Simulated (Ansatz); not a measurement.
# BaTiO3 (P4mm): G0W0 under other settings

Aim: change settings of a G0W0 run on BaTiO3 (P4mm) and see what moves.

Main program and level: Ansatz 0.2.0; G0W0 on r2SCAN, plane waves, PAW.

The database entry behind the starting cell differs from later determinations by our own check (c/a about 0.6 % short), so it need not match the best structure at ambient conditions.

**1. The structure**

The structure is tetragonal, space group P4mm (No. 99). The conventional cell has a = 4.000 Å, b = 4.000 Å, c = 4.018 Å, α = 90.00°, β = 90.00°, γ = 90.00°. Nearest to Ba lie 12 O at 2.79 to 2.88 Å. Nearest to Ti lie 6 O at 1.89 to 2.13 Å. Nearest to O lie 2 Ti at 1.89 to 2.13 Å and 4 Ba at 2.83 Å. Nearest to O lie 2 Ti at 2.00 Å and 4 Ba at 2.79 to 2.88 Å. Farther neighbours and most contacts between anions are not listed.

The cell and positions come from the Crystallography Open Database and are kept as given unless a step says otherwise. Spin-orbit coupling is left out unless a step names it. The default PAW set here is soft_2. Its files were made with PBE.

**2. The base run: 4×4×4 mesh, 236 empty bands, screening to 138 eV**

Now the one-shot GW correction: screening in the RPA, then the self-energy of the levels asked for.

File input.yaml:

```yaml
crystal:
  lattice:
    - [3.9998, 0.0, 0.0]
    - [0.0, 3.9998, 0.0]
    - [0.0, 0.0, 4.018]
  atoms:
    - { symbol: Ba, position: [0.0, 0.0, 0.0] }
    - { symbol: Ti, position: [0.5, 0.5, 0.49] }
    - { symbol: O, position: [0.5, 0.5, 0.019] }
    - { symbol: O, position: [0.5, 0.0, 0.517] }
    - { symbol: O, position: [0.0, 0.5, 0.517] }
kpoints:
  mp_grid: { grid: [4, 4, 4] }
hamiltonian:
  xc: r2scan
scf:
  occupations: { method: fixed }
gw:
  n_empty_bands: 236
  ecut_chi: 138
  qp_bands: [v2, c2]
  qp_kpoints: band_edges
  screening: { model: contour_deformation }
```

Command:

```console
> ansatz run input.yaml --threads 2 --pin off --max-ram 92160MiB --backend cuda --events-out ev --progress --plain --runs-dir out --devices 1 --max-vram 13GiB  # rebuilt from the run's record
```

Numbers of over 12 decimals in the logs are rounded to 6 here.

Log:

```text
GPUs: using 1 of 1 available (devices: 1).
Engine: ansatz 0.2.0, x86_64-unknown-linux-gnu
Pseudopotentials: kind: paw
Pseudopotential: Ba, paw, valence charge 10, recommended cutoff 500 eV (meta_gga), Ba.paw.azcp
Pseudopotential: Ti, paw, valence charge 12, recommended cutoff 500 eV (meta_gga), Ti.paw.azcp
Pseudopotential: O, paw, valence charge 6, recommended cutoff 500 eV (meta_gga), O.paw.azcp
Functional definition: r2SCAN
  parameter k0 = 0.174
  parameter k1 = 0.065
  parameter a1 = 4.9479
  exchange = r2scan_x(k0 = k0, k1 = k1, a1 = a1)
  correlation = r2scan_c
device memory: the entry about to start is reckoned to put 1.0 GiB on a device that reports 55.9 GiB free (of which the cap on the GPU budget leaves the run 13.0 GiB)
GPU FFT provider: cuFFT
GPU libraries: cuBLAS 13.8.2, cuFFT 12.4.0, cuSOLVER 12.3.4
Crystal: 5 atoms, lattice volume = 64.282 Å³
Basis set: ecut = 500 eV, 1647 PW (Γ), exchange–correlation on 120×120×120 points (64 copies of the dense FFT grid, shifted against one another)
Bands: 25, of which v1, the nominal top of the filled ones, is band 20 counted from 1 (19 counted from 0)
Symmetry: 8 space group operations
Space group: P4mm (ITA 99), of the structure as read, at distance tolerance 4.0e-5 Å
k-points: 18 of 64 (time reversal used)
Non-local potential: Ba, projectors of the file, l = 0: 3, l = 1: 2, l = 2: 2, l = 3: 2
Non-local potential: Ti, projectors of the file, l = 0: 3, l = 1: 2, l = 2: 3, l = 3: 1
Non-local potential: O, projectors of the file, l = 0: 2, l = 1: 2, l = 2: 1
PAW form: soft (Blöchl's): semilocal exchange-correlation on the pseudo side does not see the compensation charge
PAW frozen core: Ba, regenerated for the run's functional (the file was generated under x = pbe(κ = 0.804, μ = 0.219515), c = pbe(β = 0.066725))
PAW frozen core: Ti, regenerated for the run's functional (the file was generated under x = pbe(κ = 0.804, μ = 0.219515), c = pbe(β = 0.066725))
PAW frozen core: O, regenerated for the run's functional (the file was generated under x = pbe(κ = 0.804, μ = 0.219515), c = pbe(β = 0.066725))
PAW one-centre angular grid: Ba, 302 points (default); XC on 160 Gauss nodes
PAW one-centre angular grid: Ti, 590 points (default); XC on 160 Gauss nodes
PAW one-centre angular grid: O, 302 points (default); XC on 160 Gauss nodes
Initial density: superposition of atomic densities (neutral atoms: chi_scale 0, normalization atom), corrected by the library's trained network
Initial wavefunctions: pseudopotential atomic-orbital guess
GPU buffer pool allocated for 27000 grid points (all kernels)
GPU transforms: local potential and band sums: pruned to the plane-wave sphere, on 30×30×30
Functional: x = r2scan, c = r2scan; τ floored in thin density (d = 2e-4 eV/Å³)
[...]
E_aug_tail   = 0.003065  (compensation charges beyond the density's cutoff)
  E_vtau       = 36.753319  (kinetic-family band-sum trace: ∫τ·v_τ [+ j·A + Jᵃ·Aᵃ] dr)
  E_ewald      = -2816.377938
  E_core_change = -0.278864  (= ΣΔE_core)
  E_smearing   = -0.000000  (= −TS)
  E_closure    = 0.000000  (closes the sum)
  Σ components = -10183.797257   (vs F -10183.797257, Δ=0.00e0)
--- Band table (eV; the first three rows and the last of 18) ---
  k-point 0: bands = [... 16 lower, 8.8067, 9.7125, 9.7373, 9.7373, 12.1707, 12.3742, 12.3742, 14.2958, ... 1 higher]
  k-point 1: bands = [... 16 lower, 8.4217, 8.7518, 9.5023, 9.5023, 12.2296, 13.1869, 13.1869, 14.2953, ... 1 higher]
  k-point 2: bands = [... 16 lower, 8.0913, 8.1031, 9.3014, 9.3014, 12.2905, 13.9016, 13.9016, 14.2962, ... 1 higher]
  k-point 17: bands = [... 16 lower, 7.6144, 9.9071, 9.9071, 9.9935, 14.5285, 14.5285, 14.5316, 17.2631, ... 1 higher]
--- G₀W₀: contour deformation, 7 samples at zero and on the imaginary axis and 1 off it, 64 q-points, 236 empty bands' worth ---
  eigenvalues of the whole cell's RPA ε∞ on this k-mesh (on a slab, of 1 + 4πα/V) = 5.4545, 5.7239, 5.7239; static W/v taken at q = 0 is 0.177487
  bands read: the sum over 256 bands ends inside a degenerate multiplet in 3 slots, whose members it reads at an even weight; the widest, k=0: bands 256 to 257 (counted from 1) at 1/2 each
  gw.qp_kpoints: band_edges: 12 of 18 stored k-points solved, in 1 pass; an edge of the gap read off the rows below is read off those points alone
    valence top: of the k-points left out ik 13 came nearest to being solved in a further pass, in band 20 (counted from 1, as in the quasiparticle table): it holds the edge there only if its correction is more favourable than any solved in that band by at least 0.516 eV; those differ by 0.062 eV
    conduction bottom: of the k-points left out ik 4 came nearest to being solved in a further pass, in band 21 (counted from 1, as in the quasiparticle table): it holds the edge there only if its correction is more favourable than any solved in that band by at least 0.908 eV; those differ by 0.128 eV
    ik  band        ε_KS         Σx   Σc(E_QP)       V_xc       Z   E_QP_lin       E_QP  E_QP is
     0    19      9.7373   -25.7846     4.1652   -21.5531  0.7341     9.6709     9.6710  root
     0    20      9.7373   -25.7846     4.1652   -21.5531  0.7341     9.6709     9.6710  root
     0    21     12.1707   -12.5249    -6.5131   -20.0190  0.7392    13.1700    13.1517  root
     0    22     12.3742   -12.9577    -6.2552   -20.2167  0.7383    13.3970    13.3779  root
     1    19      9.5023   -25.7349     4.2897   -21.3633  0.7318     9.4203     9.4204  root
     1    20      9.5023   -25.7349     4.2897   -21.3633  0.7318     9.4203     9.4204  root
     1    21     12.2296   -12.6390    -6.5973   -20.2352  0.7368    13.2478    13.2284  root
     1    22     13.1869   -13.9822    -6.4857   -21.5383  0.7192    14.2837    14.2572  root
[...]
17    19      9.9071   -25.8971     4.6176   -21.2205  0.7256     9.8480     9.8480  root
    17    20      9.9935   -25.9327     4.6432   -21.2429  0.7243     9.9469     9.9469  root
    17    21     14.5285   -14.6045    -7.6092   -23.3164  0.6789    15.6746    15.6312  root
    17    22     14.5285   -14.6045    -7.6092   -23.3164  0.6789    15.6746    15.6312  root
[key lines of the parts left out:]
SCF converged after 9 iterations
Free energy (F): -10183.797257 eV
Fermi energy:    9.993473 eV
```

The job ended after 15 s (1 × NVIDIA H100 80GB HBM3 (shared by 6 runs) with 2 threads of AMD EPYC 7R13 (Zen 3), shared host; peak memory 1.4 GiB).

This step gave:

```yaml
bands_summed: 256
rpa_eps_infinity_on_this_mesh_eigenvalues: 5.455, 5.724, 5.724
plane_waves_in_the_screening_matrix: 251
q_points_in_the_mesh: 64
g0w0_gap_on_the_mesh: 3.205 eV
k_of_the_valence_top: -0.5, -0.5, -0.5
k_of_the_conduction_bottom: 0, 0, 0
starting_gap_on_the_mesh: 2.177 eV
z_at_the_valence_top: 0.7243
z_at_the_conduction_bottom: 0.7392
least_direct_g0w0_gap_on_the_computed_points: 3.481 eV
```

The gap on the mesh goes from 2.18 eV to 3.20 eV, a correction of +1.03 eV. Between the two edge states, bare exchange in place of the xc potential would open the gap by 12.18 eV, and correlation takes back 11.16 eV.

**3. Variant: coarser q mesh**

input.yaml, as its differences from that of step 2:

```diff
@@ -18,4 +18,4 @@
 gw:
-  n_empty_bands: 236
-  ecut_chi: 138
+  n_empty_bands: 145
+  ecut_chi: 100
   qp_bands: [v2, c2]
@@ -23 +23,2 @@
   screening: { model: contour_deformation }
+  q_mesh: [2, 2, 2]
```

Log:

```text
GPUs: using 1 of 1 available (devices: 1).
[...]
GPU FFT provider: cuFFT
GPU libraries: cuBLAS 13.8.2, cuFFT 12.4.0, cuSOLVER 12.3.4
Crystal: 5 atoms, lattice volume = 64.282 Å³
Basis set: ecut = 500 eV, 1647 PW (Γ), exchange–correlation on 120×120×120 points (64 copies of the dense FFT grid, shifted against one another)
Bands: 25, of which v1, the nominal top of the filled ones, is band 20 counted from 1 (19 counted from 0)
[... 1 set-up line as in the run before ...]
[...]
k-points: 18 of 64 (time reversal used)
[...]
GPU buffer pool allocated for 27000 grid points (all kernels)
[...]
SCF iter   1: F=—  HF=-10183.702819 eV  |F-HF|=—  |Δ(HF+E_count)|=         —  Δρ=2.18e-2  dr2=3.87e-1  dr2_τ=2.42e-1  ethr=1.77e-3  ⟨swp⟩=4.4  Hψ=1924  notcnv=0  defer=23
[...]
SCF iter   9: F=-10183.797257 eV  HF=-10183.797257 eV  |F-HF|=8.36e-9  |Δ(HF+E_count)|=   2.19e-8  Δρ=3.82e-6  dr2=1.01e-8  dr2_τ=1.98e-10  ethr=2.50e-10  ⟨swp⟩=7.1  Hψ=1801  notcnv=0
SCF 1 converged in 9 iterations: F = -10183.797257 eV  dr2 = 1.01e-8
[...]
NSCF: frozen V_eff on 18 k-points, pencils in batches of 32, up to order 100
[...]
NSCF: frozen V_eff on 18 k-points
G₀W₀ screening: q 1/6
[... further progress lines ...]
SCF converged after 9 iterations
Free energy (F): -10183.797257 eV
[...]
Internal energy: -10183.797257 eV  (E = F + TS)
E sigma→0 (E₀):  -10183.797257 eV
Fermi energy:    9.993473 eV
[...]
--- Band table (eV; the first three rows and the last of 18) ---
  k-point 0: bands = [... 16 lower, 8.8067, 9.7125, 9.7373, 9.7373, 12.1707, 12.3742, 12.3742, 14.2958, ... 1 higher]
  k-point 1: bands = [... 16 lower, 8.4217, 8.7518, 9.5023, 9.5023, 12.2296, 13.1869, 13.1869, 14.2953, ... 1 higher]
  k-point 2: bands = [... 16 lower, 8.0913, 8.1031, 9.3014, 9.3014, 12.2905, 13.9016, 13.9016, 14.2962, ... 1 higher]
  k-point 17: bands = [... 16 lower, 7.6144, 9.9071, 9.9071, 9.9935, 14.5285, 14.5285, 14.5316, 17.2631, ... 1 higher]
[...]
0    19      9.7373   -26.2845     4.7377   -21.5531  0.7302     9.7437     9.7437  root
     0    20      9.7373   -26.2845     4.7377   -21.5531  0.7302     9.7437     9.7437  root
     0    21     12.1707   -12.1069    -6.6934   -20.0190  0.7349    13.4242    13.3894  root
     0    22     12.3742   -12.6166    -6.3729   -20.2167  0.7346    13.6362    13.6013  root
     1    19      9.5023   -26.1817     4.8188   -21.3633  0.7284     9.5027     9.5027  root
     1    20      9.5023   -26.1817     4.8188   -21.3633  0.7284     9.5027     9.5027  root
     1    21     12.2296   -12.2453    -6.7759   -20.2352  0.7326    13.4786    13.4436  root
     1    22     13.1869   -13.8535    -6.3990   -21.5383  0.7201    14.5148    14.4725  root
[...]
17    19      9.9071   -26.0953     4.9345   -21.2205  0.7246     9.9667     9.9668  root
    17    20      9.9935   -26.1672     4.9867   -21.2429  0.7235    10.0559    10.0560  root
    17    21     14.5285   -14.5975    -7.3772   -23.3164  0.6837    15.9384    15.8702  root
    17    22     14.5285   -14.5975    -7.3772   -23.3164  0.6837    15.9384    15.8702  root
```

Elapsed: 8.5 s, on 1 × NVIDIA H100 80GB HBM3 (shared by 6 runs) with 2 threads; peak memory 1.2 GiB.

Against the base:

| setting | base | variant |
| --- | --- | --- |
| empty bands | 236 | 145 |
| screening cutoff (eV) | 138 | 100 |
| q mesh | - | [2, 2, 2] |

| quantity | variant | base |
| --- | --- | --- |
| starting gap on the mesh | 2.177 | 2.177 |
| G0W0 gap on the mesh | 3.333 | 3.205 |
| least direct G0W0 gap on the computed points | 3.646 | 3.481 |
| Z at the valence top | 0.724 | 0.724 |
| Z at the conduction bottom | 0.735 | 0.739 |

**4. Results**

| Quantity | Value |
| --- | --- |
| base | 3.20 eV, 15 s |
| coarser q mesh | 3.33 eV, 8.5 s |

What this shows: Coarser q mesh: the gap moves by +0.13 eV; such settings are too crude to quote. The variant differs from the base in empty bands, screening cutoff and q mesh together, so the change can't be laid to one of them. All runs here use a coarse mesh and modest cutoffs; they test settings and are not final values. The 4×4×4 mesh is coarse for this cell (its supercell is 16 Å along the shortest edge). The RPA ε∞ on it, from the r2SCAN start, is 5.45 and 5.72; such meshes misread the long-range screening, most where the gap is narrow. The many-body steps are scalar-relativistic: spin-orbit coupling is not in them.

[Paths, hosts, dates, memory and timing lines, banners, echoed tables and standing remarks are left out of the program output.]

[Logs are printed without paths, hosts, clocks, repeated set-up lines and the standing remarks that a program may print on its own settings, such as how far it seeks lower states.]

[Runs of the session that timed out or met a known fault of the program may be left out.]

[Cells called generated may have been cut or substituted from an entry of the Crystallography Open Database or the Materials Project.]

[Hosts, paths, dates, database ids (printed as entryN), source tags and the programs' standing remarks are cut or masked in the printed files.]
